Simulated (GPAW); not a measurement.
Consider zinc-blende (GaAs)1-x(GaP)x, x = 0.125.

```xyz
16
Lattice="0.0000 5.6277 5.6277 5.6277 0.0000 5.6277 5.6277 5.6277 0.0000" Properties=species:S:1:pos:R:3 pbc="T T T"
Ga    5.6299    5.6307    0.0095
As    1.4183    1.4128    1.4034
Ga    8.4270    2.8552    5.6098
As    4.2271    4.2271    1.4242
Ga    8.4126    5.5904    2.8311
As    4.2079    1.3898    4.2235
Ga    5.6428    2.8163    2.8427
P     7.0306    4.2078    4.2144
Ga    5.6303    2.8136    8.4349
As    1.4049    4.2330    4.2142
Ga    2.8238    5.6473    2.8236
As    4.2324    7.0456    4.2342
Ga    2.8060    2.8163    5.6181
As    4.2199    4.2148    7.0259
Ga    5.6596    5.5945    5.6022
As    7.0360    7.0325    7.0317
```

Absorber: atom 1, with 4 As at 2.44 Å (tetrahedral). Method: GPAW, LDA, excited-electron core hole (neutral cell), 16-atom cell with 8.0 Å between holes, 4×4×4 k points, dipole transitions, Gaussian full width 1.82 eV up to 4 eV, rising linearly to 3.5 eV at 25 eV.

Q: Where do the maxima of the Ga K edge fall?

Main maxima up to 26 eV above the zero (height): 4.4 eV (1.85), 12.2 eV (1.29) and 19.0 eV (0.78). A K edge sees empty p states on the absorber. 

The Ga K spectrum (energy from the bottom of the conduction band, which holds the excited electron; intensity scaled to a mean of 1 over the first 20 eV):

| E (eV) | intensity |
| --- | --- |
| -2.0 | 0.00 |
| -1.4 | 0.00 |
| -0.8 | 0.01 |
| -0.2 | 0.06 |
| 0.4 | 0.20 |
| 1.0 | 0.45 |
| 1.6 | 0.76 |
| 2.2 | 1.04 |
| 2.8 | 1.27 |
| 3.4 | 1.54 |
| 4.0 | 1.80 |
| 4.6 | 1.83 |
| 5.2 | 1.59 |
| 5.8 | 1.29 |
| 6.4 | 1.10 |
| 7.0 | 1.04 |
| 7.6 | 1.02 |
| 8.2 | 0.96 |
| 8.8 | 0.91 |
| 9.4 | 0.89 |
| 10.0 | 0.94 |
| 10.6 | 1.04 |
| 11.2 | 1.16 |
| 11.8 | 1.26 |
| 12.4 | 1.28 |
| 13.0 | 1.19 |
| 13.6 | 1.05 |
| 14.2 | 0.90 |
| 14.8 | 0.78 |
| 15.4 | 0.69 |
| 16.0 | 0.64 |
| 16.6 | 0.64 |
| 17.2 | 0.68 |
| 17.8 | 0.73 |
| 18.4 | 0.77 |
| 19.0 | 0.78 |
| 19.6 | 0.77 |
| 20.2 | 0.75 |
| 20.8 | 0.74 |
| 21.4 | 0.73 |
| 22.0 | 0.74 |
| 22.6 | 0.74 |
| 23.2 | 0.73 |
| 23.8 | 0.72 |
| 24.4 | 0.71 |
| 25.0 | 0.70 |
| 25.6 | 0.71 |
| 26.2 | 0.73 |
| 26.8 | 0.75 |
| 27.4 | 0.77 |

The script folds with a Gaussian, whereas the core hole's own line is a Lorentzian, so the onset is too steep and the first peak too high. Lifetime broadening is put in by hand, and intensities beyond about 20 eV depend on it and on the partial waves; weight that the partial waves miss at high energy is lost.

[Banner, clock and machine lines of the logs are left out without a mark of their own.]

[Logs are printed without paths, hosts, clocks, repeated set-up lines and the standing remarks that a program may print on its own settings, such as how far it seeks lower states.]

[Hosts, paths, dates, database ids (printed as entryN), source tags and the programs' standing remarks are cut or masked in the printed files.]

[Lists of maxima count a maximum above −3 eV only where it reaches 4 % of the highest in the window and stands out from its surroundings by 2 % of it (1.5 % where it reaches 55 %); shoulders and weaker maxima are passed over, and of the rest the first, up to two pre-edge ones and the few strongest are named.]
